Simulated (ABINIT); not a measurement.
# AgCl (Fm-3m): a self-consistent loop beyond G0W0, cycle by cycle, part 2 of 2

Aim: iterate the self-energy on AgCl (Fm-3m) and follow the gap from cycle to cycle.

ABINIT 10.8.3; PBE and many-body steps on it, plane waves. Known limits of the many-body steps: not at the basis limit; d shell near the gap, gap tends to lie low; no spin-orbit coupling; coarse k mesh.

So far. Step 10 (evGW, cycle 1): Against G0W0 in ABINIT (4×4×4 mesh, 124 bands, screening to 163.3 eV, Godby-Needs plasmon pole), the gap moves by +0.587 eV. Step 13 (evGW, cycle 2): Against the cycle before, the gap moves by +0.067 eV.

**16. evGW, cycle 3**

This step: evGW on PBE, plane waves, norm-conserving pseudopotentials.

The input, run.abi:

```
acell 3*1.0 Angstrom
rprim 
  0.000000000000 2.772662996800 2.772662996800
  2.772662996800 0.000000000000 2.772662996800
  2.772662996800 2.772662996800 0.000000000000
ntypat 2
znucl 47 17
natom 2
typat 1 2
xred 
  0.000000000000 0.000000000000 0.000000000000
  0.500000000000 0.500000000000 0.500000000000
pp_dirpath "pseudos"
pseudos "Ag.upf, Cl.upf"
ecut 37
ngkpt 4 4 4
nshiftk 1
shiftk 0 0 0
kptopt 1
chksymbreak 0
istwfk *1
occopt 1
irdwfk 1
optdriver 4
nband 124
gwcalctyp 10
ecutsigx 37
symsigma 1
nkptgw 8
kptgw 
  0.0000000000 0.0000000000 0.0000000000
  0.2500000000 0.0000000000 0.0000000000
  0.5000000000 0.0000000000 0.0000000000
  0.2500000000 0.2500000000 0.0000000000
  0.5000000000 0.2500000000 0.0000000000
  -0.2500000000 0.2500000000 0.0000000000
  0.5000000000 0.5000000000 0.0000000000
  -0.2500000000 0.5000000000 0.2500000000
bdgw 
  6 21
  6 21
  6 21
  6 21
  6 21
  6 21
  6 21
  6 21
ecuteps 6
irdscr 1
ppmodel 1
irdqps 1
indata_prefix "in"
outdata_prefix "out"
tmpdata_prefix "tmp"
```

On the command line:

```bash
$ OMP_NUM_THREADS=1 mpirun -n 8 abinit run.abi > log
```

It took 82 s on 8 MPI ranks of Arm Neoverse V1, shared host; peak memory 2.9 GiB; 11 min of CPU time.

Numbers from this step:

- quasiparticle gap on the mesh: 2.793 eV
- gap of the density functional on the mesh: 0.9128 eV
- k of the valence top: 0.5, 0, 0
- k of the conduction bottom: 0, 0, 0
- least direct quasiparticle gap on the computed points: 5.338 eV

Against the cycle before, the gap moves by +0.010 eV.

**17. Screening, 4×4×4 mesh, 124 bands, screening to 163.3 eV**

This step: RPA screening on PBE, plane waves, norm-conserving pseudopotentials.

The input, run.abi:

```
acell 3*1.0 Angstrom
rprim 
  0.000000000000 2.772662996800 2.772662996800
  2.772662996800 0.000000000000 2.772662996800
  2.772662996800 2.772662996800 0.000000000000
ntypat 2
znucl 47 17
natom 2
typat 1 2
xred 
  0.000000000000 0.000000000000 0.000000000000
  0.500000000000 0.500000000000 0.500000000000
pp_dirpath "pseudos"
pseudos "Ag.upf, Cl.upf"
ecut 37
ngkpt 4 4 4
nshiftk 1
shiftk 0 0 0
kptopt 1
chksymbreak 0
istwfk *1
occopt 1
irdwfk 1
optdriver 3
nband 124
ecuteps 6
inclvkb 2
awtr 1
symchi 1
gwcalctyp 10
mbpt_sciss 2.179 eV
nqptdm 1
qptdm 
  0 0 0
indata_prefix "in"
outdata_prefix "out"
tmpdata_prefix "tmp"
```

Run time: 4.8 s. Hardware: 8 MPI ranks; peak memory 1 GiB.

Numbers from this step:

| Quantity | Value |
| --- | --- |
| ε∞ with local fields, on this mesh, along the program's q direction | 4.188 |
| the same without local fields | 4.538 |
| plasma frequency | 29.00 eV |
| plane waves in the screening matrix | 181 |

This screening uses the functional's bands under a rigid shift, the mean opening of the cycle before.

**18. Screening, 4×4×4 mesh, 124 bands, screening to 163.3 eV**

This step: RPA screening on PBE from quasiparticle energies, plane waves, norm-conserving pseudopotentials.

Edit run.abi of step 17 so:

```diff
@@ -29,7 +29,13 @@
 symchi 1
+irdqps 1
 gwcalctyp 10
-mbpt_sciss 2.179 eV
-nqptdm 1
+nqptdm 7
 qptdm 
-  0 0 0
+  0.2500000000 0.0000000000 0.0000000000
+  0.5000000000 0.0000000000 0.0000000000
+  0.2500000000 0.2500000000 0.0000000000
+  0.5000000000 0.2500000000 0.0000000000
+  -0.2500000000 0.2500000000 0.0000000000
+  0.5000000000 0.5000000000 0.0000000000
+  -0.2500000000 0.5000000000 0.2500000000
 indata_prefix "in"
```

The input, mrgscr.stdin:

```
2
merged
q0_SCR
out_SCR
1
```

On the command line:

```bash
$ OMP_NUM_THREADS=1 mpirun -n 8 abinit run.abi > log; mrgscr < mrgscr.stdin
```

It took 17 s on 8 MPI ranks; peak memory 1.4 GiB; 2.3 min of CPU time.

This step gave:

* plasma frequency: 29.00 eV
* plane waves in the screening matrix: 181

This screening reads the quasiparticle levels of the cycle before.

**19. evGW, cycle 4**

This step: evGW on PBE, plane waves, norm-conserving pseudopotentials.

Edit run.abi of step 18 so:

```diff
@@ -23,12 +23,10 @@
 irdwfk 1
-optdriver 3
+optdriver 4
 nband 124
-ecuteps 6
-inclvkb 2
-awtr 1
-symchi 1
-irdqps 1
 gwcalctyp 10
-nqptdm 7
-qptdm 
+ecutsigx 37
+symsigma 1
+nkptgw 8
+kptgw 
+  0.0000000000 0.0000000000 0.0000000000
   0.2500000000 0.0000000000 0.0000000000
@@ -40,2 +38,15 @@
   -0.2500000000 0.5000000000 0.2500000000
+bdgw 
+  6 21
+  6 21
+  6 21
+  6 21
+  6 21
+  6 21
+  6 21
+  6 21
+ecuteps 6
+irdscr 1
+ppmodel 1
+irdqps 1
 indata_prefix "in"
```

On the command line:

```bash
$ OMP_NUM_THREADS=1 mpirun -n 8 abinit run.abi > log
```

The job ended after 82 s (8 MPI ranks; peak memory 2.9 GiB).

This step gave:

- quasiparticle gap on the mesh: 2.795 eV
- gap of the density functional on the mesh: 0.9128 eV
- k of the valence top: 0.5, 0, 0
- k of the conduction bottom: 0, 0, 0
- least direct quasiparticle gap on the computed points: 5.34 eV

Against the cycle before, the gap moves by +0.002 eV.

**20. Side by side**

Times are wall times on 8 MPI ranks of Arm Neoverse V1, shared host, good to a factor of about two. A run's time includes the screening step that it read.

```tsv
run	mesh	bands	screening cutoff (eV)	DFT gap (eV)	gap on the mesh (eV)	direct (eV)	ε∞ used	time
G0W0	4×4×4	124	163.3	0.913	2.129	4.674	5.28	26 s
evGW0, cycle 1	4×4×4	124	163.3	0.913	2.421	5.034	5.28	1.7 min
evGW0, cycle 2	4×4×4	124	163.3	0.913	2.341	4.881	5.28	1.7 min
evGW0, cycle 3	4×4×4	124	163.3	0.913	2.343	4.896	5.28	1.7 min
evGW, cycle 1	4×4×4	124	163.3	0.913	2.716	5.255	4.38	1.7 min
evGW, cycle 2	4×4×4	124	163.3	0.913	2.783	5.330	4.22	1.7 min
evGW, cycle 3	4×4×4	124	163.3	0.913	2.793	5.338	4.19	1.7 min
evGW, cycle 4	4×4×4	124	163.3	0.913	2.795	5.340	4.19	1.7 min
```

**21. Results**

```json
{
 "G0W0": "2.129 eV",
 "evGW0, cycle 1": "2.421 eV",
 "evGW0, cycle 2": "2.341 eV",
 "evGW0, cycle 3": "2.343 eV",
 "evGW, cycle 1": "2.716 eV",
 "evGW, cycle 2": "2.783 eV",
 "evGW, cycle 3": "2.793 eV",
 "evGW, cycle 4": "2.795 eV",
 "known limits": "not at the basis limit; d shell near the gap, gap tends to lie low; no spin-orbit coupling; coarse k mesh"
}
```

What this shows: Only the bands that the input lists are updated; the others, empty or deep, keep the functional's energies or take a rigid shift. The evGW loop starts from the last levels of evGW0, so its cycles and time come on top of those. evGW0 ends at 2.34 eV, +0.21 eV from G0W0, after 3 cycles that took 4.1 min beside the first screening; the last moved the gap by 0.002 eV. evGW ends at 2.79 eV, +0.67 eV from G0W0, after 4 cycles that took 6.9 min beside the first screening; the last moved the gap by 0.002 eV. The first cycle of evGW0 takes the full correction, without the factor Z, so it overshoots the one-shot value. Bands and cutoff are finite, so the gap is not at the basis limit. The miss can reach some tenths of an eV and take either sign; the mesh is an error of its own. The 4×4×4 mesh is coarse for this cell, which bears on the long-range parts of exchange and screening. In the updated screening the q = 0 part is built from Kohn-Sham bands under a rigid shift, the other q from the quasiparticle levels. A d shell, filled or nearly so, lies near the gap. One-shot GW converges very slowly in bands there, not always from below, and on a semilocal start the gap tends to come out low; starts rich in exact exchange can overshoot instead. The many-body steps are scalar-relativistic: spin-orbit coupling is not in them.

[Paths, hosts, dates, memory and timing lines, banners, echoed tables and standing remarks are left out of the program output.]

[Logs are printed without paths, hosts, clocks, repeated set-up lines and the standing remarks that a program may print on its own settings, such as how far it seeks lower states.]

[Runs of the session that timed out or met a known fault of the program may be left out.]

[Hosts, paths, dates, database ids (printed as entryN), source tags and the programs' standing remarks are cut or masked in the printed files.]

[G0W0 gaps are taken among the corrected bands and points alone; a level outside them can change the order at an edge.]

[Where Ansatz stands beside ABINIT at settings called matched, ABINIT's density can come from a denser mesh and the files from another edition; pairs whose starting gaps differed by over 0.03 eV were left out, so agreement reads better than it is.]
